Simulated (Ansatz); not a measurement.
# Which magnetic ion is it?

A crystal has the composition KTl2MF6, where M is a 4d element. A calculation (PBE+U, spin-orbit coupling in second variation, Ansatz) gives:

| Property | Result |
| --- | --- |
| S | 3/2 |
| g | 1.9559 (isotropic) |
| moment in its sphere | 1.68 μB |

**Question.** Which ion is it, and why?

The crystal is KTl2MoF6, space group Fm-3m. The spin sits on Mo, with 6 F at 2.04 Å round it. With the usual charges of the other elements M must be +3. Ions of this row are low-spin as a rule, so S = 3/2 at that charge points to d3: Mo³⁺ d³. The shift is negative: in a shell less than half full the orbital moment opposes the spin.

[Hosts, paths, dates, database ids (printed as entryN), source tags and the programs' standing remarks are cut or masked in the printed files.]
